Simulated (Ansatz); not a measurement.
# TaN [001], rock salt: pulling along c

The c axis is held at a set length while the cell relaxes sideways. How do the lateral strain and the stress follow? The strained cell has c along the load; unstrained it is a = 3.0932 Å, b = 3.0932 Å, c = 4.3745 Å, α = 90.00°, β = 90.00°, γ = 90.00°, with 4 atoms. The symmetry of the cell is held, so distortions that would lower it, which this phase may prefer, aren't tested.

Calculated with Ansatz 0.2.0, PBEsol, PAW files of the set soft_1, cutoff 600 eV, Fermi–Dirac smearing 0.05 eV, k-mesh 14×14×10, no spin polarisation, no spin-orbit coupling.

Relaxed positions at 0 %:

```
atom       x       y       z
  Ta  0.0000  0.0000  0.0000
  Ta  0.5000  0.5000  0.5000
   N  0.0000  0.0000  0.5000
   N  0.5000  0.5000  0.0000
```

| ε_c (%) | a (Å) | c (Å) | ε_a (%) | σ (GPa, tension positive) |
| --- | --- | --- | --- | --- |
| −3 | 3.1101 | 4.2432 | 0.545 | −25.52 |
| −1 | 3.0999 | 4.3307 | 0.216 | −6.77 |
| 0 | 3.0940 | 4.3745 | 0.027 | 0.42 |
| 1 | 3.0886 | 4.4182 | −0.150 | 6.83 |
| 2 | 3.0830 | 4.4619 | −0.330 | 12.22 |
| 3 | 3.0775 | 4.5057 | −0.506 | 16.70 |

**Question.** Fit both responses and give the free strain and the stress at −2 %, a row left out above.

Least squares with y = y0 + y1 ε + y2 ε² (ε in %) gives ε_a = 0.031 + (−0.1763) ε + (−0.0013) ε² and σ = 0.50 + (7.003) ε + (−0.547) ε² GPa. The linear terms put the ratio of free to applied strain at −0.176 and the Young modulus at 700 GPa.

At −2 % the free strain comes out as 0.378 %. The run itself gives 0.401 %, so the estimate misses by 0.023 %, more than the largest misfit of the fitted rows (0.010 %).

The stress comes out as −15.69 GPa. The run itself gives −15.11 GPa, so the estimate misses by 0.58 GPa, more than the largest misfit of the fitted rows (0.28 GPa).

Along a cube axis ν = C12/(C11 + C12) and Y = (C11 − C12)(C11 + 2C12)/(C11 + C12), so C11 = Y(1 − ν)/[(1 + ν)(1 − 2ν)] = 757 GPa and C12 = 162 GPa.

The negative ε² term means that the crystal stiffens in compression and softens in tension.

[Logs are printed without paths, hosts, clocks, repeated set-up lines and the standing remarks that a program may print on its own settings, such as how far it seeks lower states.]
